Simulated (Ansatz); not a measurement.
# Decaying states in the gap of K2NaBF6, part 4 of 4

A new crystal, K2NaBF6: structure, gap and complex bands. It is built by putting B for Ga in the K2NaGaF6 structure of space group Fm-3m, with the volume rescaled by atomic radii. The parent structure comes from the Materials Project.

Ansatz 0.2.0; PBE DFT, plane waves, PAW files (the session's first sound run).

So far, gap on path (eV): step 3 (band edges, PBE) 6.67; step 7 (PBE JTH, cutoff 1500 eV) 6.65.

The structure was built from a prototype and need not be the compound's stable phase.

## 8. Complex bands at another level

This step: PBE DFT, plane waves, JTH PAW files; complex bands by layer matching along the plane's normal (Ansatz 0.2.0).

The complex bands at that level, over its own gap, at (0, 0) and (0.5, 0).

input.yaml

```yaml
crystal:
  lattice:
    - [5.62816378, 0.0, 0.0]
    - [2.81408189, 4.87413281, 0.0]
    - [2.81408189, 1.624710937, 4.595376484]
  atoms:
    - { symbol: K, position: [0.25, 0.25, 0.25] }
    - { symbol: K, position: [0.75, 0.75, 0.75] }
    - { symbol: Na, position: [0.5, 0.5, 0.5] }
    - { symbol: B, position: [0.0, 0.0, 0.0] }
    - { symbol: F, position: [0.7921375189, 0.7921375189, 0.2078624811] }
    - { symbol: F, position: [0.7921375189, 0.2078624811, 0.2078624811] }
    - { symbol: F, position: [0.2078624811, 0.2078624811, 0.7921375189] }
    - { symbol: F, position: [0.2078624811, 0.7921375189, 0.2078624811] }
    - { symbol: F, position: [0.7921375189, 0.2078624811, 0.7921375189] }
    - { symbol: F, position: [0.2078624811, 0.7921375189, 0.7921375189] }
kpoints:
  mp_grid: { grid: [6, 6, 6] }
scf:
  occupations: { method: fixed }
hamiltonian:
  xc: pbe
  pseudopotentials: { kind: paw, source: jth }
output:
  eigenvalues: true
  transmission:
    leads: [[0, 0]]
    kpoints: [[0.0, 0.0], [0.5, 0.0]]
    e_range: [-1.0, 7.65]
    de: 0.22
```

Command:

```
$ ansatz run input.yaml --threads 2 --pin off --max-ram 4096MiB --backend cpu --events-out ev --progress --plain --runs-dir out
```

Numbers of over 12 decimals in the logs are rounded to 6 here.

What it wrote:

```text
Warning: <dir> the checks of this K dataset prove no rule for summing its radial tables, as where they were carried onto another mesh than they were made on, and Gregory's rule is taken, under which a leading mesh point left out moves its sums only by what lay on the interval it spanned. That does not make them correct, and they differ from Quantum ESPRESSO's on this file; a re-export a fraction of a mesh step off can move them. hamiltonian.pseudopotentials.radial_quadrature: simpson_from_first_knot sums it by `pw.x`'s rule; on a PAW file no value gives `pw.x`'s numbers. What more to know: hamiltonian.pseudopotentials.radial_quadrature, in the input reference
Warning: <dir> the checks of this Na dataset prove no rule for summing its radial tables, as where they were carried onto another mesh than they were made on, and Gregory's rule is taken, under which a leading mesh point left out moves its sums only by what lay on the interval it spanned. That does not make them correct, and they differ from Quantum ESPRESSO's on this file; a re-export a fraction of a mesh step off can move them. hamiltonian.pseudopotentials.radial_quadrature: simpson_from_first_knot sums it by `pw.x`'s rule; on a PAW file no value gives `pw.x`'s numbers. What more to know: hamiltonian.pseudopotentials.radial_quadrature, in the input reference
Warning: <dir> the checks of this B dataset prove no rule for summing its radial tables, as where they were carried onto another mesh than they were made on, and Gregory's rule is taken, under which a leading mesh point left out moves its sums only by what lay on the interval it spanned. That does not make them correct, and they differ from Quantum ESPRESSO's on this file; a re-export a fraction of a mesh step off can move them. hamiltonian.pseudopotentials.radial_quadrature: simpson_from_first_knot sums it by `pw.x`'s rule; on a PAW file no value gives `pw.x`'s numbers. What more to know: hamiltonian.pseudopotentials.radial_quadrature, in the input reference
Warning: <dir> the checks of this F dataset prove no rule for summing its radial tables, as where they were carried onto another mesh than they were made on, and Gregory's rule is taken, under which a leading mesh point left out moves its sums only by what lay on the interval it spanned. That does not make them correct, and they differ from Quantum ESPRESSO's on this file; a re-export a fraction of a mesh step off can move them. hamiltonian.pseudopotentials.radial_quadrature: simpson_from_first_knot sums it by `pw.x`'s rule; on a PAW file no value gives `pw.x`'s numbers. What more to know: hamiltonian.pseudopotentials.radial_quadrature, in the input reference
Engine: ansatz 0.2.0, aarch64-unknown-linux-gnu
Pseudopotentials: kind: paw
Pseudopotential: K, paw, valence charge 9, recommended cutoff 690 eV (normal), K.paw.azcp
Pseudopotential: Na, paw, valence charge 9, recommended cutoff 1440 eV (normal), Na.paw.azcp
Pseudopotential: B, paw, valence charge 3, recommended cutoff 630 eV (normal), B.paw.azcp
Pseudopotential: F, paw, valence charge 7, recommended cutoff 1500 eV (normal), F.paw.azcp
Functional definition: PBE
  parameter kappa = 0.804
  parameter beta = 0.066725
  exchange = pbe_x(kappa = kappa, mu = beta*pi^2/3)
  correlation = pbe_c(beta = beta)
Error: memory limit exceeded: the `transmission` phase of `transmission` needs 7.31 GiB against the run's memory maximum of 4.00 GiB; largest carriers: transmission 6.92 GiB, unmodelled-tail allowance 0.30 GiB, source scf tables 0.08 GiB, source scf state 0.00 GiB; the layers of output.transmission grow with the square of the cell's cross-section: a lower cutoff or a narrower output.transmission.e_range takes less, and so, most of all in a narrow cell, does a wider de; where no e_range is typed, a fill by count is planned with a gap of 40 thermal energies
with nothing else changed it takes a maximum of at least 7.32 GiB, with nothing to spare, and 8.05 GiB leaves up to a tenth: --max-ram 8.05GiB where that set the maximum, else more of the term that did, and with no share typed, where 8.05 GiB is over 0.88 of the host's memory or its container's limit, a share of 0.88 or more that holds the maximum too (--max-ram-frac F), where one does; The budget is ten elevenths of [...]
`transmission` follows the SCF: where the deck gives it k-points, a mesh or a band count of its own, those are what to reduce (not on a resume, whose deck is fixed)
```

It took 0.27 s on 2 threads of Arm Neoverse V1, shared host; peak memory 0.2 GiB.

The program refused the input before any cycle.

The program's message: “Error: memory limit exceeded: the `transmission` phase of `transmission` needs 7.31 GiB against the run's memory maximum of 4.00 GiB; largest carriers: transmission 6.92 GiB, unmodelled-tail allowance …”

## 9. The same cell, other settings

This step: PBE DFT, plane waves, PAW files; complex bands by layer matching along the plane's normal; changed: basis.ENCUT = 60, scf.max_iter = 75 (Ansatz 0.2.0).

This run repeats an earlier one, its twin (the complex run, plane (111)), with two settings changed (scf.max_iter, basis.ENCUT; files written aside). The setting was drawn as a possible misstep, on purpose. Where the input is shown as a difference, that is against the step before, not the twin.

input.yaml: that of step 8 with these lines changed.

```diff
@@ -20,5 +20,5 @@
   occupations: { method: fixed }
+  max_iter: 75
 hamiltonian:
   xc: pbe
-  pseudopotentials: { kind: paw, source: jth }
 output:
@@ -28,3 +28,5 @@
     kpoints: [[0.0, 0.0], [0.5, 0.0]]
-    e_range: [-1.0, 7.65]
+    e_range: [-1.0, 7.67]
     de: 0.22
+basis:
+  ENCUT: 60
```

What it wrote:

```text
Error: YAML parse error: error: line 32 column 3: unknown field `ENCUT`, expected one of ecutwfc, ecutrho_ratio, smooth_cutoff_half_width, xc_grid, low_memory, fft_grid_basis, precision, gaussian, splines
  --> <input>:32:3
   |
30 |     de: 0.22
31 | basis:
32 |   ENCUT: 60
   |   ^ unknown field `ENCUT`, expected one of ecutwfc, ecutrho_ratio, smooth_cutoff_half_width, xc_grid, low_memory, fft_grid_basis, precision, gaussian, splines
```

Wall time 0.02 s (2 threads); peak memory 0.022 GiB.

The input was rejected at the start.

The program's message: “Error: YAML parse error: error: line 32 column 3: unknown field `ENCUT`, expected one of ecutwfc, ecutrho_ratio, smooth_cutoff_half_width, xc_grid, low_memory, fft_grid_basis, precision, gaussian, spl …”

The change that led to it: basis.ENCUT = 60.

## 10. Results

| Item | Value |
| --- | --- |
| band gap | 6.67 eV |
| least decay constant at mid-gap, normal to (111) | 0.529 Å⁻¹ |
| least decay constant at mid-gap, normal to (001) | 0.559 Å⁻¹ |
| least decay constant on a mesh, normal to (111) | 0.531 Å⁻¹ |

What this shows: With PBE, the slowest decay at the wavevectors tried is κ = 0.529 Å⁻¹, normal to (111). Through such a film the transmission near mid-gap falls as exp(−2κd), a factor of ten every 2.2 Å. The directions tried decay at nearly the same rate. A free electron under a barrier of half the gap would need a mass of 0.32 mₑ to decay at this rate. The compound is made up by substitution; its stability against other phases and against distortions of the cell's symmetry was not tested. A semilocal functional narrows gaps, so real decay constants are likely larger.

[Logs are printed without paths, hosts, clocks, repeated set-up lines and the standing remarks that a program may print on its own settings, such as how far it seeks lower states.]

[Hosts, paths, dates, database ids (printed as entryN), source tags and the programs' standing remarks are cut or masked in the printed files.]
